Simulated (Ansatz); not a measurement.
**Dielectric function and optical constants of CdS (Greenockite)**

Aim: the dielectric function of CdS (Greenockite), and the optical constants that follow from it. The cell comes from an older database entry, whose edges can differ from later determinations, mostly by under a per cent.

Method: DFT, PBE, plane-wave PAW, default files, scalar-relativistic, independent-particle optical response without local fields, in Ansatz 0.2.0.

The database entry behind the starting cell differs from later determinations by our own check (about 0.35 % long), so it need not match the best structure at ambient conditions.

## (1) Starting point

Symmetry: P6_3mc, No. 186, hexagonal system. The conventional cell has a = 4.150 Å, b = 4.150 Å, c = 6.737 Å, α = 90.00°, β = 90.00°, γ = 120.00°. Nearest to Cd lie 4 S at 2.53 to 2.54 Å. Nearest to S lie 4 Cd at 2.53 to 2.54 Å. Farther neighbours and most contacts between anions are not listed.

## (2) Ground state and bands

The self-consistent density comes first; it also tells whether there is a gap, which decides the occupations and the need for a Drude term.

This step: DFT, PBE, plane-wave PAW, default files, scalar-relativistic, ground state (Ansatz 0.2.0).

The input, input.yaml:

```yaml
crystal:
  lattice:
    - [4.15, 0.0, 0.0]
    - [-2.075, 3.5940054257, 0.0]
    - [0.0, 0.0, 6.737]
  atoms:
    - { symbol: Cd, position: [0.6666666667, 0.3333333333, 0.5] }
    - { symbol: Cd, position: [0.3333333333, 0.6666666667, 0.0] }
    - { symbol: S, position: [0.6666666667, 0.3333333333, 0.875] }
    - { symbol: S, position: [0.3333333333, 0.6666666667, 0.375] }
kpoints:
  mp_grid: { grid: [6, 6, 4] }
  band_path:
    path:
      - [[0.0, 0.0, 0.0], [0.5, 0.0, 0.0], [0.33333333, 0.33333333, 0.0], [0.0, 0.0, 0.0], [0.0, 0.0, 0.5], [0.5, 0.0, 0.5], [0.33333333, 0.33333333, 0.5], [0.0, 0.0, 0.5]]
      - [[0.5, 0.0, 0.5], [0.5, 0.0, 0.0]]
      - [[0.33333333, 0.33333333, 0.0], [0.33333333, 0.33333333, 0.5]]
    npoints: 6
scf:
  occupations: { method: fermi_dirac, width: 0.05 }
  n_extra_bands: 8
hamiltonian:
  xc: pbe
  pseudopotentials: { kind: paw }
output:
  forces: true
  stress: true
  populations: true
  write_bands: true
  write_density: true
  write_potential: true
  elf: true
  volumetric_format: npy
```

The run is started by

```
> ansatz run input.yaml --threads 4 --pin off --max-ram 8192MiB --backend cpu --events-out ev --progress --plain --runs-dir out
```

Numbers of over 12 decimals in the logs are rounded to 6 here.

What it wrote:

```text
scf.n_extra_bands = 8 over 26 filled bands (N_el = 52.0): the run solves 34 bands
Engine: ansatz 0.2.0, x86_64-unknown-linux-gnu
Pseudopotentials: kind: paw
Pseudopotential: Cd, paw, valence charge 20, recommended cutoff 420 eV (normal), Cd.paw.azcp
Pseudopotential: S, paw, valence charge 6, recommended cutoff 420 eV (normal), S.paw.azcp
Functional definition: PBE
  parameter kappa = 0.804
  parameter beta = 0.066725
  exchange = pbe_x(kappa = kappa, mu = beta*pi^2/3)
  correlation = pbe_c(beta = beta)
Crystal: 4 atoms, lattice volume = 100.483 Å³
Basis set: ecut = 420 eV, 1973 PW (Γ), exchange–correlation on 60×60×96 points (8 copies of the dense FFT grid, shifted against one another)
Bands: 34, of which v1, the nominal top of the filled ones, is band 26 counted from 1 (25 counted from 0)
Symmetry: 12 space group operations
Space group: P63mc (ITA 186), of the structure as read, at distance tolerance 4.6e-5 Å
k-points: 21 of 144 (time reversal used)
Non-local potential: Cd, projectors of the file, l = 0: 3, l = 1: 2, l = 2: 2, l = 3: 1
Non-local potential: S, projectors of the file, l = 0: 2, l = 1: 2, l = 2: 2
PAW form: soft (Blöchl's): semilocal exchange-correlation on the pseudo side does not see the compensation charge
PAW one-centre angular grid: Cd, 590 points (default); XC on 64 Gauss nodes
PAW one-centre angular grid: S, 110 points (default); XC on 64 Gauss nodes
Initial density: superposition of atomic densities (neutral atoms: chi_scale 0, normalization atom), corrected by the library's trained network
Initial wavefunctions: pseudopotential atomic-orbital guess
Functional: x = pbe(κ = 0.804, μ = 0.219515), c = pbe(β = 0.066725)
SCF iter   1: F=—  HF=-18315.634642 eV  |F-HF|=—  |Δ(HF+E_count)|=         —  Δρ=6.03e-4  dr2=4.17e-4  ethr=1.77e-3  ⟨swp⟩=6.3  Hψ=2911  notcnv=0  defer=11
preconditioner: auto → Resta (q_TF=auto, 2.445 Å⁻¹)  ε∞=4.3  [insulator: Δε(μ)=1.190 eV  Ē_g=12.325 eV  σ=0.050 eV  W_gap=1.00  n_scr=22 (ndim 8)  ℏωp=22.2 eV  f_vac=0.131  D(μ)=0.00/eV (n_scr^D=0)  ε∞_Penn≈4.3]
SCF iter   2: F=—  HF=-18315.636169 eV  |F-HF|=—  |Δ(HF+E_count)|=   1.53e-3  Δρ=3.01e-4  dr2=1.04e-4  ethr=8.02e-7  ⟨swp⟩=2.7  Hψ=1471  notcnv=0  defer=20
SCF iter   3: F=—  HF=-18315.636225 eV  |F-HF|=—  |Δ(HF+E_count)|=   5.66e-5  Δρ=1.17e-4  dr2=1.13e-5  ethr=2.01e-7  ⟨swp⟩=2.0  Hψ=974  notcnv=0  defer=20
SCF iter   4: F=—  HF=-18315.636318 eV  |F-HF|=—  |Δ(HF+E_count)|=   9.23e-5  Δρ=3.94e-5  dr2=1.47e-6  ethr=2.18e-8  ⟨swp⟩=2.0  Hψ=1029  notcnv=0  defer=20
iter 5 did not close the SCF: its close was put off for the readings that it lacked (scf_convergence_deferred on its scf_iter line)
SCF iter   5: F=-18315.636321 eV  HF=-18315.636321 eV  |F-HF|=1.41e-7  |Δ(HF+E_count)|=   3.34e-6  Δρ=9.21e-6  dr2=9.53e-8  ethr=2.83e-9  ⟨swp⟩=2.0  Hψ=1029  notcnv=0  defer=20
SCF iter   6: F=-18315.636321 eV  HF=-18315.636321 eV  |F-HF|=4.68e-9  |Δ(HF+E_count)|=   1.61e-7  Δρ=2.58e-6  dr2=8.63e-9  ethr=1.83e-10  ⟨swp⟩=9.7  Hψ=4505  notcnv=0
SCF 1 converged in 6 iterations: F = -18315.636321 eV  dr2 = 8.63e-9
  greatest PAW one-centre occupation: 1.000 electrons in one spin orbital (limit 2), on the Cd atom at site 0 (counted from 0), in its partial waves of l = 0
NSCF: frozen V_eff on 57 k-points
SCF converged after 6 iterations
Free energy (F): -18315.636321 eV
Harris-Foulkes:  -18315.636321 eV  (|F-HF|=4.68e-9)
Internal energy: -18315.636321 eV  (E = F + TS)
E sigma→0 (E₀):  -18315.636321 eV
Entropy (-TS):   -0.000000 eV (-0.000 meV/atom)
Fermi energy:    7.358064 eV
--- Per-component energies (eV) ---
  E_band       = -1020.649267
  E_kinetic    = 1223.489539
  E_local      = -8071.810804  (includes V_loc(G=0)·N_el)
  E_nonlocal   = 124.357475
  E_hartree    = 3706.049767
  E_xc         = -547.682606
  E_vxc        = -618.079059  (∫ρ·V_xc dr)
  E_paw        = -9367.647497  (= ΣΔE_a)
  E_vpaw       = -1090.710368  (= ΣTr[D̂ρ^β])
  E_aug_tail   = 0.000032  (compensation charges beyond the density's cutoff)
  E_ewald      = -5382.392226
  E_smearing   = -0.000000  (= −TS)
  E_closure    = 0.000000  (closes the sum)
  Σ components = -18315.636321   (vs F -18315.636321, Δ=0.00e0)
--- Forces (eV/Å), atoms counted from 1 ---
  atom   1  Cd    -0.00000000    -0.00000000    -0.06715407
  atom   2  Cd    -0.00000000     0.00000000    -0.06715407
  atom   3  S      0.00000000    -0.00000000     0.06715534
  atom   4  S      0.00000000     0.00000000     0.06715534
  max |Σ_I F_I| component: 2.55e-6 eV/Å
--- Stress (GPa, compression-positive) ---
        1.867669      -0.000000      -0.000000
        0.000000       1.867669      -0.000000
       -0.000000       0.000000       2.490303
  P = ⅓ Tr σ = 2.0752 GPa (20.752 kbar)
--- Band table (eV; the first three rows and the last of 21) ---
  k-point 0: bands = [... 22 lower, 5.9772, 6.6896, 6.7325, 6.7325, 7.9281, 9.5230, 13.1917, 13.1917, ... 4 higher]
  k-point 1: bands = [... 22 lower, 6.0815, 6.0815, 6.6150, 6.6150, 8.8124, 9.5958, 13.0355, 13.2613, ... 4 higher]
  k-point 2: bands = [... 22 lower, 6.3416, 6.3416, 6.3416, 6.3416, 9.5733, 9.5733, 12.9041, 12.9041, ... 4 higher]
  k-point 20: bands = [... 22 lower, 4.3589, 4.3589, 5.6308, 5.6308, 11.1202, 11.1202, 12.8230, 12.8230, ... 4 higher]
--- Löwdin populations: 4 sites ---
  site symbol       q [e]
     0     Cd     18.7273
     1     Cd     18.7273
     2      S      7.0807
     3      S      7.0807
  spilling = 0.007387 (of n_electrons = 52.000000)
```

Elapsed: 2.5 s, on 4 threads of Intel Xeon Platinum 8375C at 2.90GHz (Ice Lake), shared host; peak memory 0.5 GiB.

Read-outs, printed or worked out from the files:

| Property | Result |
| --- | --- |
| free energy | -18315.6363 eV |
| Fermi energy | 7.358 eV |
| gap by band count | 1.196 eV |
| electrons | 52 |
| symmetry operations | 12 |
| pressure | 2.075 GPa |
| volume | 100.5 Å³ |
| gap on the path | 1.196 eV |
| least direct gap on the path | 1.196 eV |

There is a gap, 1.20 eV on the path, so no carriers' term is needed. The cell is left with a pressure of 2.1 GPa and forces up to 0.07 eV/Å, as it stands unrelaxed at this level.

Electronic bands along the path, in eV, zero at the Fermi level; v1 is the highest filled band, c1 the lowest empty one:

| point | v4 | v3 | v2 | v1 | c1 | c2 | c3 | c4 |
| --- | --- | --- | --- | --- | --- | --- | --- | --- |
| Γ | -1.38 | -0.67 | -0.63 | -0.63 | 0.57 | 2.17 | 5.83 | 5.83 |
| halfway | -2.54 | -1.97 | -1.12 | -0.99 | 2.34 | 3.37 | 4.86 | 5.78 |
| M | -3.24 | -2.47 | -1.91 | -1.35 | 3.08 | 3.26 | 4.49 | 5.75 |
| halfway | -3.28 | -2.77 | -2.05 | -1.80 | 3.68 | 4.06 | 4.31 | 5.80 |
| K | -3.66 | -2.45 | -2.45 | -2.21 | 4.03 | 4.44 | 4.44 | 6.51 |
| halfway | -2.98 | -2.26 | -1.27 | -1.24 | 2.76 | 3.89 | 4.93 | 5.17 |
| Γ | -1.38 | -0.67 | -0.63 | -0.63 | 0.57 | 2.17 | 5.83 | 5.83 |
| halfway | -1.28 | -1.28 | -0.74 | -0.74 | 1.45 | 2.24 | 5.68 | 5.90 |
| A | -1.02 | -1.02 | -1.02 | -1.02 | 2.21 | 2.21 | 5.55 | 5.55 |
| halfway | -1.93 | -1.93 | -1.50 | -1.50 | 3.19 | 3.19 | 4.79 | 4.79 |
| L | -1.94 | -1.94 | -1.93 | -1.93 | 2.85 | 2.85 | 4.76 | 4.76 |
| halfway | -2.55 | -2.55 | -1.78 | -1.78 | 3.38 | 3.38 | 5.09 | 5.09 |
| H | -3.00 | -3.00 | -1.73 | -1.73 | 3.76 | 3.76 | 5.46 | 5.46 |
| halfway | -1.95 | -1.95 | -1.79 | -1.79 | 3.51 | 3.51 | 4.79 | 4.79 |
| A | -1.02 | -1.02 | -1.02 | -1.02 | 2.21 | 2.21 | 5.55 | 5.55 |
| jump to L | -1.94 | -1.94 | -1.93 | -1.93 | 2.85 | 2.85 | 4.76 | 4.76 |
| halfway | -2.74 | -2.32 | -1.72 | -1.53 | 2.70 | 3.29 | 4.95 | 5.00 |
| M | -3.24 | -2.47 | -1.91 | -1.35 | 3.08 | 3.26 | 4.49 | 5.75 |
| jump to K | -3.66 | -2.45 | -2.45 | -2.21 | 4.03 | 4.44 | 4.44 | 6.51 |
| halfway | -3.48 | -2.46 | -2.08 | -2.08 | 4.14 | 4.14 | 4.47 | 6.11 |
| H | -3.00 | -3.00 | -1.73 | -1.73 | 3.76 | 3.76 | 5.46 | 5.46 |

Electrostatic potential energy in the ac plane at fractional y = 0.333, with atoms of Cd and S within 0.2 Å of it. With pseudopotentials it is smooth inside the atoms' cores, unlike the true potential.

Ten even steps from '_' (-28 eV) to '@' (12 eV), each cell a mean:
```
@@%%%%%%@@@@%%++..__..==%%@@
@@@@%%@@@@@@##::________**%%
@@@@@@@@@@@@**..__::..__++%%
@@@@@@@@@@@@##::______..**%%
@@@@@@@@@@@@%%**::..::==%%@@
@@@@@@@@@@@@@@%%##**##%%@@@@
@@@@@@@@@@@@@@@@%%%%%%%%@@@@
@@@@@@@@@@@@%%%%**++**##%%@@
@@@@@@@@@@@@##++------==##%%
@@@@@@@@@@%%**--::....::++%%
@@@@@@@@@@%%++--..____::==##
@@@@@@@@@@%%++--..__..::++##
@@@@@@@@@@@@##==::::::--**%%
@@@@@@@@@@@@%%##++==++**%%@@
@@@@@@@@@@@@@@%%%%##%%%%@@@@
@@@@@@@@@@@@@@@@@@@@@@@@@@@@
@@@@@@@@@@@@@@@@@@@@@@@@@@@@
@@@@@@@@@@@@@@@@@@@@@@@@@@@@
@@@@@@@@@@@@@@@@@@@@@@@@@@@@
@@@@@@@@@@@@@@@@@@@@@@@@@@@@
@@%%%%%%@@@@@@@@@@@@@@@@@@@@
@@%%%%%%%%@@@@%%##**##%%@@@@
```
Atoms in or near the plane, at fractional coordinates: Cd at (0.67, 0.50), S at (0.67, 0.87).

ELF in the ac plane at fractional y = 0.333, with atoms of Cd and S within 0.2 Å of it. It is the smooth field of the valence electrons, not physical close to the nuclei.

Values, 22 rows by 14 columns, each cell a mean:
```
0.22 0.15 0.16 0.15 0.19 0.41 0.76 0.85 0.78 0.68 0.75 0.84 0.80 0.56
0.30 0.15 0.13 0.14 0.24 0.54 0.83 0.84 0.52 0.22 0.42 0.77 0.85 0.69
0.37 0.16 0.11 0.13 0.30 0.62 0.84 0.80 0.30 0.03 0.17 0.66 0.84 0.74
0.38 0.15 0.08 0.10 0.31 0.61 0.81 0.81 0.55 0.32 0.47 0.75 0.82 0.72
0.31 0.11 0.05 0.07 0.24 0.51 0.75 0.83 0.84 0.82 0.83 0.84 0.77 0.63
0.18 0.06 0.02 0.04 0.14 0.33 0.58 0.71 0.79 0.82 0.80 0.75 0.61 0.44
0.09 0.03 0.01 0.02 0.07 0.15 0.28 0.35 0.38 0.39 0.39 0.37 0.30 0.20
0.07 0.04 0.03 0.03 0.06 0.11 0.15 0.17 0.20 0.22 0.21 0.18 0.16 0.13
0.10 0.08 0.08 0.08 0.09 0.13 0.19 0.27 0.39 0.44 0.41 0.32 0.20 0.15
0.15 0.18 0.23 0.21 0.15 0.15 0.26 0.41 0.60 0.71 0.64 0.49 0.30 0.17
0.20 0.32 0.42 0.37 0.22 0.16 0.28 0.46 0.72 0.88 0.78 0.56 0.33 0.18
0.30 0.50 0.61 0.57 0.36 0.18 0.24 0.42 0.65 0.78 0.69 0.51 0.28 0.17
0.41 0.61 0.68 0.66 0.48 0.24 0.18 0.32 0.48 0.55 0.51 0.39 0.21 0.18
0.50 0.65 0.70 0.68 0.55 0.33 0.16 0.19 0.30 0.34 0.32 0.23 0.16 0.23
0.50 0.62 0.66 0.64 0.54 0.35 0.17 0.14 0.18 0.21 0.19 0.15 0.15 0.26
0.40 0.51 0.56 0.54 0.44 0.29 0.14 0.10 0.11 0.12 0.11 0.10 0.12 0.22
0.25 0.33 0.38 0.36 0.27 0.17 0.08 0.05 0.04 0.04 0.04 0.04 0.07 0.12
0.12 0.16 0.19 0.18 0.13 0.08 0.04 0.02 0.02 0.02 0.02 0.02 0.03 0.06
0.09 0.11 0.13 0.12 0.09 0.07 0.05 0.06 0.08 0.09 0.08 0.07 0.05 0.06
0.11 0.14 0.15 0.15 0.12 0.10 0.14 0.22 0.31 0.35 0.32 0.26 0.15 0.11
0.14 0.16 0.18 0.17 0.14 0.17 0.34 0.53 0.65 0.67 0.66 0.60 0.40 0.22
0.16 0.16 0.18 0.17 0.16 0.25 0.57 0.75 0.80 0.80 0.80 0.78 0.63 0.36
```
Atoms in or near the plane, at fractional coordinates: Cd at (0.67, 0.50), S at (0.67, 0.87).

[end of part 1 of 2]

[Logs are printed without paths, hosts, clocks, repeated set-up lines and the standing remarks that a program may print on its own settings, such as how far it seeks lower states.]

[Hosts, paths, dates, database ids (printed as entryN), source tags and the programs' standing remarks are cut or masked in the printed files.]
